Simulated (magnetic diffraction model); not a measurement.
# Which magnetic order? MnInSiO5

Space group P1 (no. 1), a = 5.5110 Å, b = 5.6070 Å, c = 7.3520 Å, α = 107.90°, β = 108.14°, γ = 95.76°.

```csv
site,atom,x,y,z
1a,In,0.1456,0.2689,0.7120
1a,In,0.8435,0.7106,0.2372
1a,Mn,0.5080,0.9865,0.9793
1a,Mn,0.4957,0.0110,0.4895
1a,Si,0.8721,0.6599,0.7439
1a,Si,0.1525,0.3238,0.2310
1a,O,0.5773,0.9061,0.2340
1a,O,0.4230,0.0721,0.7365
1a,O,0.8095,0.3037,0.1349
1a,O,0.2262,0.6627,0.3541
1a,O,0.1937,0.6834,0.8409
1a,O,0.7677,0.3199,0.6062
1a,O,0.7867,0.8195,0.5708
1a,O,0.7418,0.7653,0.9257
1a,O,0.2400,0.1863,0.4126
1a,O,0.2757,0.2232,0.0483
```

This is a made-up structure (elements placed in a structure type, unrelaxed), so the numbers test the method and describe no known phase.

Only Mn is taken to order (form factors of Mn3+); orders and moment sizes are assumed, and not adapted to the symmetry. Radiation: neutrons of λ = 4.2 Å, 3° to 75°; isotropic B of 0.35 Å² (In), 0.54 Å² (Mn), 0.71 Å² (Si) and 0.67 Å² (O). Simulated constant-wavelength pattern: nuclear and magnetic terms add, the magnetic one as |2.695 fm × Σ f S⊥ exp(2πi Q·r) exp(−B s²)|², summed over all Q at one angle with the factor 1/(sin²θ cos θ). For a modulated order the moment at position r is S exp(−2πi k·r) + c.c., with S = m/2 for a sine wave of amplitude m and S = m(u + iv)/2 for moments turning in a plane, u and v being orthogonal unit vectors in it; the phase factor of the sum at Q = H + k is then exp(2πi H·r). Free-ion form factors, Sears's scattering lengths of 1992, no absorption; a label names one of the reflections at its angle. The strongest nuclear line in the range is 100, and lines under 0.2 are left out.

Above the ordering temperature:

```
2θ (°)     index      I
 37.56   (0 0 1)    0.7
 47.55   (0 1 0)   24.7
 48.51   (1 0 0)  100.0
 49.19  (0 1 -1)    4.1
 49.73  (1 0 -1)    3.5
 61.24  (1 -1 0)   37.4
 68.67  (1 1 -1)    0.2
 73.64   (0 1 1)   10.1
 73.80  (-1 1 1)   36.8
 74.42  (1 -1 1)   48.8
 74.69   (1 0 1)    8.3
```

Below it (cell unchanged):

```tsv
2θ (°)	I
31.12	90.8
37.56	0.7
44.12	44.6
46.69	4.2
47.32	38.5
47.55	24.7
48.51	100.0
49.19	4.1
49.73	3.5
52.43	8.8
52.88	30.7
61.24	37.4
67.91	10.2
68.64	10.2
68.67	0.2
68.94	18.2
69.41	10.2
70.03	9.9
70.56	10.0
73.64	10.1
73.80	36.8
74.42	48.8
74.69	8.3
```

**Question.** Find the propagation vector, then choose among these models:
A. a sine wave with moments along [100] (amplitudes given), 3.27 μB on Mn; signs + at (0.5080, 0.9865, 0.9793), − at (0.4957, 0.0110, 0.4895)
B. a sine wave with moments along [010] (amplitudes given), 3.27 μB on Mn; signs + at (0.5080, 0.9865, 0.9793), − at (0.4957, 0.0110, 0.4895)
C. moments turning in the plane of [001] and [100], 3.27 μB on Mn; signs + at (0.5080, 0.9865, 0.9793), − at (0.4957, 0.0110, 0.4895)
D. a sine wave with moments along [001] (amplitudes given), 3.27 μB on Mn; signs + at (0.5080, 0.9865, 0.9793), − at (0.4957, 0.0110, 0.4895)

The new lines index as (0 0 5/6) at 31.12°, (0 0 7/6) at 44.12°, (0 1 -5/6) at 46.69° and (1 0 -5/6) at 47.32°, that is as H ± k with k = (0 0 1/6). Satellites come in pairs about each point of the reciprocal lattice.

Magnetic intensity, observed (below minus above) and for each model:

| 2θ (°) | index | observed | A | B | C | D |
| --- | --- | --- | --- | --- | --- | --- |
| 31.12 | (0 0 5/6) | 90.8 | 90.8 | 90.8 | 102.4 | 19.3 |
| 44.12 | (0 0 7/6) | 44.6 | 44.6 | 44.6 | 50.3 | 9.5 |
| 46.69 | (0 1 -5/6) | 4.2 | 39.7 | 4.2 | 63.5 | 25.4 |
| 47.32 | (1 0 -5/6) | 38.5 | 3.8 | 38.5 | 38.5 | 25.0 |
| 52.43 | (0 1 -7/6) | 8.8 | 31.4 | 8.8 | 43.0 | 13.5 |
| 52.88 | (1 0 -7/6) | 30.7 | 8.2 | 30.7 | 31.1 | 13.5 |
| 67.91 | (0 1 5/6) | 10.2 | 18.5 | 10.2 | 33.3 | 15.1 |
| 68.64 | (1 1 -5/6) | 10.2 | 10.0 | 10.2 | 27.4 | 15.1 |

Model B matches.

The structure used: k = (0 0 1/6), a sine wave with moments along [010] (amplitudes given), 3.27 μB on Mn; signs + at (0.5080, 0.9865, 0.9793), − at (0.4957, 0.0110, 0.4895).

[Logs are printed without paths, hosts, clocks, repeated set-up lines and the standing remarks that a program may print on its own settings, such as how far it seeks lower states.]
